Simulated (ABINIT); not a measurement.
# Beyond one shot: NaMgF3 (Pm-3m), part 2 of 3

How far does self-consistency move the gap of NaMgF3 (Pm-3m)?

ABINIT 10.8.3; LDA and many-body steps on it, plane waves. Known limits of the many-body steps: not at the basis limit; coarse k mesh.

So far. Step 5 (evGW0, cycle 1): Against G0W0 in ABINIT (2×2×2 mesh, 60 bands, screening to 106.1 eV, Godby-Needs plasmon pole), the gap moves by +0.723 eV. This first cycle still uses the starting levels; it takes the full correction, at all points of the mesh, and its linearised value is 10.149 eV. Step 6 (evGW0, cycle 2): Against the cycle before, the gap moves by −0.106 eV.

**7. evGW0, cycle 3**

Level of this step: evGW0 on LDA, plane waves, norm-conserving pseudopotentials (ABINIT).

run.abi reads:

```
acell 3*1.0 Angstrom
rprim 
  3.950839000000 0.000000000000 0.000000000000
  0.000000000000 3.950839000000 0.000000000000
  0.000000000000 0.000000000000 3.950839000000
ntypat 3
znucl 11 12 9
natom 5
typat 1 2 3 3 3
xred 
  0.000000000000 0.000000000000 0.000000000000
  0.500000000000 0.500000000000 0.500000000000
  0.500000000000 0.500000000000 0.000000000000
  0.500000000000 0.000000000000 0.500000000000
  0.000000000000 0.500000000000 0.500000000000
pp_dirpath "pseudos"
pseudos "Na.upf, Mg.upf, F.upf"
ecut 38
ngkpt 2 2 2
nshiftk 1
shiftk 0 0 0
kptopt 1
chksymbreak 0
istwfk *1
occopt 1
irdwfk 1
optdriver 4
nband 60
gwcalctyp 10
ecutsigx 38
symsigma 1
nkptgw 4
kptgw 
  0.0000000000 0.0000000000 0.0000000000
  0.5000000000 0.0000000000 0.0000000000
  0.5000000000 0.5000000000 0.0000000000
  0.5000000000 0.5000000000 0.5000000000
bdgw 
  12 24
  12 24
  12 24
  12 24
ecuteps 3.9
irdscr 1
ppmodel 1
irdqps 1
indata_prefix "in"
outdata_prefix "out"
tmpdata_prefix "tmp"
```

On the command line:

```sh
> OMP_NUM_THREADS=1 mpirun -n 4 abinit run.abi > log
```

Log:

```text
.Version 10.8.3 of ABINIT. v10.8.2 released Aug 2026.

 Symmetries : space group Pm -3 m (#221); Bravais cP (primitive cubic)
[... echo of the input left out ...]
== DATASET  1 ==================================================================
-   mpi_nproc: 4, omp_nthreads: 1 (-1 if OMP is not activated)

--- !DatasetInfo
iteration_state: {dtset: 1, }
dimensions: {natom: 5, nkpt: 4, mband: 60, nsppol: 1, nspinor: 1, nspden: 1, mpw: 4700, }
cutoff_energies: {ecut:  38.0, pawecutdg:  -1.0, }
[...]
.  kptgw no:  2; Maximum DeltaE = (  -0.003   0.000) for band index: 13
.  kptgw no:  3; Maximum DeltaE = (  -0.005   0.000) for band index: 13
.  kptgw no:  4; Maximum DeltaE = (   0.022   0.000) for band index: 11

== END DATASET(S) ==============================================================
================================================================================

 -outvars: echo values of variables after computation  --------
           etotal      0.0000000000E+00
            nband          60
             nkpt           4
          spgroup         221
 [... the other variables as echoed above ...]

 Calculation completed.
```

Wall time 11 s (4 MPI ranks of Arm Neoverse V1, shared host); peak memory 0.8 GiB; 45 s of CPU time.

This step gave:

```
quasiparticle gap on the mesh                         : 10.76 eV
gap of the density functional on the mesh             : 5.650 eV
k of the valence top                                  : 0.5, 0.5, 0.5
k of the conduction bottom                            : 0, 0, 0
least direct quasiparticle gap on the computed points : 11.26 eV
```

Against the cycle before, the gap moves by −0.004 eV.

**8. Screening, 2×2×2 mesh, 60 bands, screening to 106.1 eV**

This step: RPA screening on LDA, plane waves, norm-conserving pseudopotentials.

Changes to run.abi since step 7:

```diff
@@ -26,22 +26,13 @@
 irdwfk 1
-optdriver 4
+optdriver 3
 nband 60
+ecuteps 3.9
+inclvkb 2
+awtr 1
+symchi 1
 gwcalctyp 10
-ecutsigx 38
-symsigma 1
-nkptgw 4
-kptgw 
-  0.0000000000 0.0000000000 0.0000000000
-  0.5000000000 0.0000000000 0.0000000000
-  0.5000000000 0.5000000000 0.0000000000
-  0.5000000000 0.5000000000 0.5000000000
-bdgw 
-  12 24
-  12 24
-  12 24
-  12 24
-ecuteps 3.9
-irdscr 1
-ppmodel 1
-irdqps 1
+mbpt_sciss 5.394 eV
+nqptdm 1
+qptdm 
+  0 0 0
 indata_prefix "in"
```

Log:

```text
.Version 10.8.3 of ABINIT. v10.8.2 released Aug 2026.

 Symmetries : space group Pm -3 m (#221); Bravais cP (primitive cubic)
[... echo of the input left out ...]
== DATASET  1 ==================================================================
-   mpi_nproc: 4, omp_nthreads: 1 (-1 if OMP is not activated)

--- !DatasetInfo
iteration_state: {dtset: 1, }
dimensions: {natom: 5, nkpt: 4, mband: 60, nsppol: 1, nspinor: 1, nspden: 1, mpw: 4700, }
cutoff_energies: {ecut:  38.0, pawecutdg:  -1.0, }
electrons: {nelect:   4.00000000E+01, charge:   0.00000000E+00, occopt:   1.00000000E+00, tsmear:   1.00000000E-02, }

 SCREENING: Calculation of the susceptibility and dielectric matrices

 Based on a program developped by R.W. Godby, V. Olevano, G. Onida, and L. Reining.
 Incorporated in ABINIT by V. Olevano, G.-M. Rignanese, and M. Torrent.
.Using double precision arithmetic ; gwpc =  8

[... cell and pseudopotentials left out ...]
--------------------------------------------------------------------------------

 ==== K-mesh for the wavefunctions ====
 Number of points in the irreducible wedge :     4
[... list of points left out ...]
 Together with 48 symmetry operations and time-reversal symmetry
 yields     8 points in the full Brillouin Zone.

 ==== Q-mesh for the screening function ====
 Number of points in the irreducible wedge :     4
[... list of points left out ...]
 Together with 48 symmetry operations and time-reversal symmetry
 yields     8 points in the full Brillouin Zone.

 setmesh: FFT mesh size selected  =    27x   27x   27
          total number of points  =        19683

 vcoul_init : cutoff-mode = AUXILIARY_FUNCTION
 q-points for optical limit:   1
     1)      0.000010    0.000020    0.000030

 Dielectric matrix will be calculated only for some
 selected q points provided by the user through the input variables
 nqptdm and qptdm

- screening: taking advantage of time-reversal symmetry
- Maximum band index for partially occupied states nbvw = 20
- Remaining bands to be divided among processors   nbcw = 40
- Number of bands treated by each node ~10

 rdqps: reading QP wavefunctions of the previous step
        looking for file in_QPS
 file not found, 1st iteration initialized with KS eigenelements

 screening : performing a first self-consistency
 update of the energies in W by a scissor operator
 applying a scissor operator of [eV] :   5.394

 Number of electrons calculated from density =   40.0000; Expected =   40.0000
 average of density, n =  0.096116
 r_s =    1.3543
 omega_plasma =   29.9057 [eV]

 calculating chi0 at frequencies [eV] :
  1    0.000000E+00    0.000000E+00
  2    0.000000E+00    2.990565E+01

--------------------------------------------------------------------------------
  q-point number  1        q = ( 0.000000, 0.000000, 0.000000) [r.l.u.]
--------------------------------------------------------------------------------
[... chi0 elements left out ...]
 For q-point:  0.000010 0.000020 0.000030
  dielectric constant =   1.6705
  dielectric constant without local fields =   1.7202

  Average fulfillment of the sum rule on Im[epsilon] for q-point    1 :     30.75  [%]
[... wings left out ...]
== END DATASET(S) ==============================================================
================================================================================

 -outvars: echo values of variables after computation  --------
           etotal      0.0000000000E+00
            nband          60
             nkpt           4
          spgroup         221
 [... the other variables as echoed above ...]

 Calculation completed.
```

Elapsed: 4.8 s, on 4 MPI ranks; peak memory 0.48 GiB.

This step gave:

```
ε∞ with local fields, on this mesh, along the program's q direction : 1.671
the same without local fields                                       : 1.720
plasma frequency                                                    : 29.91 eV
plane waves in the screening matrix                                 : 171
```

This screening uses the functional's bands under a rigid shift, the mean opening of the cycle before.

**9. Screening, 2×2×2 mesh, 60 bands, screening to 106.1 eV**

This step: RPA screening on LDA from quasiparticle energies, plane waves, norm-conserving pseudopotentials.

Changes to run.abi since step 8:

```diff
@@ -32,7 +32,9 @@
 symchi 1
+irdqps 1
 gwcalctyp 10
-mbpt_sciss 5.394 eV
-nqptdm 1
+nqptdm 3
 qptdm 
-  0 0 0
+  0.5000000000 0.0000000000 0.0000000000
+  0.5000000000 0.5000000000 0.0000000000
+  0.5000000000 0.5000000000 0.5000000000
 indata_prefix "in"
```

mrgscr.stdin reads:

```
2
merged
q0_SCR
out_SCR
1
```

On the command line:

```sh
> OMP_NUM_THREADS=1 mpirun -n 4 abinit run.abi > log; mrgscr < mrgscr.stdin
```

Log:

```text
.Version 10.8.3 of ABINIT. v10.8.2 released Aug 2026.

 Symmetries : space group Pm -3 m (#221); Bravais cP (primitive cubic)
[... echo of the input left out ...]
== DATASET  1 ==================================================================
-   mpi_nproc: 4, omp_nthreads: 1 (-1 if OMP is not activated)

--- !DatasetInfo
iteration_state: {dtset: 1, }
dimensions: {natom: 5, nkpt: 4, mband: 60, nsppol: 1, nspinor: 1, nspden: 1, mpw: 4700, }
cutoff_energies: {ecut:  38.0, pawecutdg:  -1.0, }
[...]
q-point number  1        q = ( 0.500000, 0.000000, 0.000000) [r.l.u.]
--------------------------------------------------------------------------------
[... chi0 elements left out ...]
  Average fulfillment of the sum rule on Im[epsilon] for q-point    2 :     36.73  [%]

--------------------------------------------------------------------------------
  q-point number  2        q = ( 0.500000, 0.500000, 0.000000) [r.l.u.]
--------------------------------------------------------------------------------
[... chi0 elements left out ...]
  Average fulfillment of the sum rule on Im[epsilon] for q-point    3 :     34.42  [%]

 [... 1 further q-points ...]
```

It took 3.8 s on 4 MPI ranks; peak memory 0.47 GiB.

Numbers from this step:

| Quantity | Value |
| --- | --- |
| plasma frequency | 29.91 eV |
| plane waves in the screening matrix | 171 |

This screening reads the quasiparticle levels of the cycle before.

**10. evGW, cycle 1**

This step: evGW on LDA, plane waves, norm-conserving pseudopotentials.

Changes to run.abi since step 9:

```diff
@@ -26,12 +26,10 @@
 irdwfk 1
-optdriver 3
+optdriver 4
 nband 60
-ecuteps 3.9
-inclvkb 2
-awtr 1
-symchi 1
-irdqps 1
 gwcalctyp 10
-nqptdm 3
-qptdm 
+ecutsigx 38
+symsigma 1
+nkptgw 4
+kptgw 
+  0.0000000000 0.0000000000 0.0000000000
   0.5000000000 0.0000000000 0.0000000000
@@ -39,2 +37,11 @@
   0.5000000000 0.5000000000 0.5000000000
+bdgw 
+  12 24
+  12 24
+  12 24
+  12 24
+ecuteps 3.9
+irdscr 1
+ppmodel 1
+irdqps 1
 indata_prefix "in"
```

On the command line:

```sh
> OMP_NUM_THREADS=1 mpirun -n 4 abinit run.abi > log
```

Log:

```text
.Version 10.8.3 of ABINIT. v10.8.2 released Aug 2026.

 Symmetries : space group Pm -3 m (#221); Bravais cP (primitive cubic)
[... echo of the input left out ...]
== DATASET  1 ==================================================================
-   mpi_nproc: 4, omp_nthreads: 1 (-1 if OMP is not activated)

--- !DatasetInfo
iteration_state: {dtset: 1, }
dimensions: {natom: 5, nkpt: 4, mband: 60, nsppol: 1, nspinor: 1, nspden: 1, mpw: 4700, }
cutoff_energies: {ecut:  38.0, pawecutdg:  -1.0, }
[...]
.  kptgw no:  2; Maximum DeltaE = (  -0.516   0.000) for band index:  1
.  kptgw no:  3; Maximum DeltaE = (  -0.489  -0.000) for band index:  2
.  kptgw no:  4; Maximum DeltaE = (  -0.494  -0.000) for band index:  1

== END DATASET(S) ==============================================================
================================================================================

 -outvars: echo values of variables after computation  --------
           etotal      0.0000000000E+00
            nband          60
             nkpt           4
          spgroup         221
 [... the other variables as echoed above ...]

 Calculation completed.
```

Run time: 11 s. Hardware: 4 MPI ranks; peak memory 0.79 GiB.

This step gave:

| Item | Value |
| --- | --- |
| quasiparticle gap on the mesh | 11.64 eV |
| gap of the density functional on the mesh | 5.650 eV |
| k of the valence top | 0.5, 0.5, 0.5 |
| k of the conduction bottom | 0, 0, 0 |
| least direct quasiparticle gap on the computed points | 12.14 eV |

Against G0W0 in ABINIT (2×2×2 mesh, 60 bands, screening to 106.1 eV, Godby-Needs plasmon pole), the gap moves by +1.496 eV.

**11. Screening, 2×2×2 mesh, 60 bands, screening to 106.1 eV**

This step: RPA screening on LDA, plane waves, norm-conserving pseudopotentials.

Changes to run.abi since step 10:

```diff
@@ -26,22 +26,13 @@
 irdwfk 1
-optdriver 4
+optdriver 3
 nband 60
+ecuteps 3.9
+inclvkb 2
+awtr 1
+symchi 1
 gwcalctyp 10
-ecutsigx 38
-symsigma 1
-nkptgw 4
-kptgw 
-  0.0000000000 0.0000000000 0.0000000000
-  0.5000000000 0.0000000000 0.0000000000
-  0.5000000000 0.5000000000 0.0000000000
-  0.5000000000 0.5000000000 0.5000000000
-bdgw 
-  12 24
-  12 24
-  12 24
-  12 24
-ecuteps 3.9
-irdscr 1
-ppmodel 1
-irdqps 1
+mbpt_sciss 6.301 eV
+nqptdm 1
+qptdm 
+  0 0 0
 indata_prefix "in"
```

Log:

```text
.Version 10.8.3 of ABINIT. v10.8.2 released Aug 2026.

 Symmetries : space group Pm -3 m (#221); Bravais cP (primitive cubic)
[... echo of the input left out ...]
== DATASET  1 ==================================================================
-   mpi_nproc: 4, omp_nthreads: 1 (-1 if OMP is not activated)

--- !DatasetInfo
iteration_state: {dtset: 1, }
dimensions: {natom: 5, nkpt: 4, mband: 60, nsppol: 1, nspinor: 1, nspden: 1, mpw: 4700, }
cutoff_energies: {ecut:  38.0, pawecutdg:  -1.0, }
[...]
[... chi0 elements left out ...]
 For q-point:  0.000010 0.000020 0.000030
  dielectric constant =   1.6430
  dielectric constant without local fields =   1.6894

  Average fulfillment of the sum rule on Im[epsilon] for q-point    1 :     31.51  [%]
[... wings left out ...]
== END DATASET(S) ==============================================================
================================================================================

 -outvars: echo values of variables after computation  --------
           etotal      0.0000000000E+00
            nband          60
             nkpt           4
          spgroup         221
 [... the other variables as echoed above ...]

 Calculation completed.
```

Wall time 4.8 s (4 MPI ranks); peak memory 0.48 GiB; 19 s of CPU time.

Numbers from this step:

```
ε∞ with local fields, on this mesh, along the program's q direction : 1.643
the same without local fields                                       : 1.689
plasma frequency                                                    : 29.91 eV
plane waves in the screening matrix                                 : 171
```

This screening uses the functional's bands under a rigid shift, the mean opening of the cycle before.

**12. Screening, 2×2×2 mesh, 60 bands, screening to 106.1 eV**

This step: RPA screening on LDA from quasiparticle energies, plane waves, norm-conserving pseudopotentials.

Changes to run.abi since step 11:

```diff
@@ -32,7 +32,9 @@
 symchi 1
+irdqps 1
 gwcalctyp 10
-mbpt_sciss 6.301 eV
-nqptdm 1
+nqptdm 3
 qptdm 
-  0 0 0
+  0.5000000000 0.0000000000 0.0000000000
+  0.5000000000 0.5000000000 0.0000000000
+  0.5000000000 0.5000000000 0.5000000000
 indata_prefix "in"
```

mrgscr.stdin is that of step 9.

On the command line:

```sh
> OMP_NUM_THREADS=1 mpirun -n 4 abinit run.abi > log; mrgscr < mrgscr.stdin
```

Log:

```text
.Version 10.8.3 of ABINIT. v10.8.2 released Aug 2026.

 Symmetries : space group Pm -3 m (#221); Bravais cP (primitive cubic)
[... echo of the input left out ...]
== DATASET  1 ==================================================================
-   mpi_nproc: 4, omp_nthreads: 1 (-1 if OMP is not activated)

--- !DatasetInfo
iteration_state: {dtset: 1, }
dimensions: {natom: 5, nkpt: 4, mband: 60, nsppol: 1, nspinor: 1, nspden: 1, mpw: 4700, }
cutoff_energies: {ecut:  38.0, pawecutdg:  -1.0, }
[...]
q-point number  1        q = ( 0.500000, 0.000000, 0.000000) [r.l.u.]
--------------------------------------------------------------------------------
[... chi0 elements left out ...]
  Average fulfillment of the sum rule on Im[epsilon] for q-point    2 :     37.38  [%]

--------------------------------------------------------------------------------
  q-point number  2        q = ( 0.500000, 0.500000, 0.000000) [r.l.u.]
--------------------------------------------------------------------------------
[... chi0 elements left out ...]
  Average fulfillment of the sum rule on Im[epsilon] for q-point    3 :     34.99  [%]

 [... 1 further q-points ...]
```

The job ended after 3.8 s (4 MPI ranks; peak memory 0.47 GiB).

Numbers from this step:

* plasma frequency: 29.91 eV
* plane waves in the screening matrix: 171

This screening reads the quasiparticle levels of the cycle before.

**13. evGW, cycle 2**

This step: evGW on LDA, plane waves, norm-conserving pseudopotentials.

Changes to run.abi since step 12:

```diff
@@ -26,12 +26,10 @@
 irdwfk 1
-optdriver 3
+optdriver 4
 nband 60
-ecuteps 3.9
-inclvkb 2
-awtr 1
-symchi 1
-irdqps 1
 gwcalctyp 10
-nqptdm 3
-qptdm 
+ecutsigx 38
+symsigma 1
+nkptgw 4
+kptgw 
+  0.0000000000 0.0000000000 0.0000000000
   0.5000000000 0.0000000000 0.0000000000
@@ -39,2 +37,11 @@
   0.5000000000 0.5000000000 0.5000000000
+bdgw 
+  12 24
+  12 24
+  12 24
+  12 24
+ecuteps 3.9
+irdscr 1
+ppmodel 1
+irdqps 1
 indata_prefix "in"
```

On the command line:

```sh
> OMP_NUM_THREADS=1 mpirun -n 4 abinit run.abi > log
```

Log:

```text
.Version 10.8.3 of ABINIT. v10.8.2 released Aug 2026.

 Symmetries : space group Pm -3 m (#221); Bravais cP (primitive cubic)
[... echo of the input left out ...]
== DATASET  1 ==================================================================
-   mpi_nproc: 4, omp_nthreads: 1 (-1 if OMP is not activated)

--- !DatasetInfo
iteration_state: {dtset: 1, }
dimensions: {natom: 5, nkpt: 4, mband: 60, nsppol: 1, nspinor: 1, nspden: 1, mpw: 4700, }
cutoff_energies: {ecut:  38.0, pawecutdg:  -1.0, }
[...]
.  kptgw no:  2; Maximum DeltaE = (  -0.060   0.000) for band index:  1
.  kptgw no:  3; Maximum DeltaE = (  -0.061  -0.000) for band index:  3
.  kptgw no:  4; Maximum DeltaE = (  -0.060   0.000) for band index:  2

== END DATASET(S) ==============================================================
================================================================================

 -outvars: echo values of variables after computation  --------
           etotal      0.0000000000E+00
            nband          60
             nkpt           4
          spgroup         221
 [... the other variables as echoed above ...]

 Calculation completed.
```

Wall time 11 s (4 MPI ranks); peak memory 0.8 GiB.

This step gave:

```yaml
quasiparticle_gap_on_the_mesh: 11.75 eV
gap_of_the_density_functional_on_the_mesh: 5.650 eV
k_of_the_valence_top: 0.5, 0.5, 0.5
k_of_the_conduction_bottom: 0, 0, 0
least_direct_quasiparticle_gap_on_the_computed_points: 12.24 eV
```

Against the cycle before, the gap moves by +0.105 eV.

**14. Screening, 2×2×2 mesh, 60 bands, screening to 106.1 eV**

This step: RPA screening on LDA, plane waves, norm-conserving pseudopotentials.

Changes to run.abi since step 13:

```diff
@@ -26,22 +26,13 @@
 irdwfk 1
-optdriver 4
+optdriver 3
 nband 60
+ecuteps 3.9
+inclvkb 2
+awtr 1
+symchi 1
 gwcalctyp 10
-ecutsigx 38
-symsigma 1
-nkptgw 4
-kptgw 
-  0.0000000000 0.0000000000 0.0000000000
-  0.5000000000 0.0000000000 0.0000000000
-  0.5000000000 0.5000000000 0.0000000000
-  0.5000000000 0.5000000000 0.5000000000
-bdgw 
-  12 24
-  12 24
-  12 24
-  12 24
-ecuteps 3.9
-irdscr 1
-ppmodel 1
-irdqps 1
+mbpt_sciss 6.403 eV
+nqptdm 1
+qptdm 
+  0 0 0
 indata_prefix "in"
```

Log:

```text
.Version 10.8.3 of ABINIT. v10.8.2 released Aug 2026.

 Symmetries : space group Pm -3 m (#221); Bravais cP (primitive cubic)
[... echo of the input left out ...]
== DATASET  1 ==================================================================
-   mpi_nproc: 4, omp_nthreads: 1 (-1 if OMP is not activated)

--- !DatasetInfo
iteration_state: {dtset: 1, }
dimensions: {natom: 5, nkpt: 4, mband: 60, nsppol: 1, nspinor: 1, nspden: 1, mpw: 4700, }
cutoff_energies: {ecut:  38.0, pawecutdg:  -1.0, }
[...]
[... chi0 elements left out ...]
 For q-point:  0.000010 0.000020 0.000030
  dielectric constant =   1.6401
  dielectric constant without local fields =   1.6861

  Average fulfillment of the sum rule on Im[epsilon] for q-point    1 :     31.59  [%]
[... wings left out ...]
== END DATASET(S) ==============================================================
================================================================================

 -outvars: echo values of variables after computation  --------
           etotal      0.0000000000E+00
            nband          60
             nkpt           4
          spgroup         221
 [... the other variables as echoed above ...]

 Calculation completed.
```

It took 4.8 s on 4 MPI ranks; peak memory 0.48 GiB.

Numbers from this step:

| Quantity | Value |
| --- | --- |
| ε∞ with local fields, on this mesh, along the program's q direction | 1.640 |
| the same without local fields | 1.686 |
| plasma frequency | 29.91 eV |
| plane waves in the screening matrix | 171 |

This screening uses the functional's bands under a rigid shift, the mean opening of the cycle before.

(Part 2 of 3 ends here.)

[Paths, hosts, dates, memory and timing lines, banners, echoed tables and standing remarks are left out of the program output.]

[Logs are printed without paths, hosts, clocks, repeated set-up lines and the standing remarks that a program may print on its own settings, such as how far it seeks lower states.]

[Runs of the session that timed out or met a known fault of the program may be left out.]

[Hosts, paths, dates, database ids (printed as entryN), source tags and the programs' standing remarks are cut or masked in the printed files.]

[G0W0 gaps are taken among the corrected bands and points alone; a level outside them can change the order at an edge.]

[Where Ansatz stands beside ABINIT at settings called matched, ABINIT's density can come from a denser mesh and the files from another edition; pairs whose starting gaps differed by over 0.03 eV were left out, so agreement reads better than it is.]
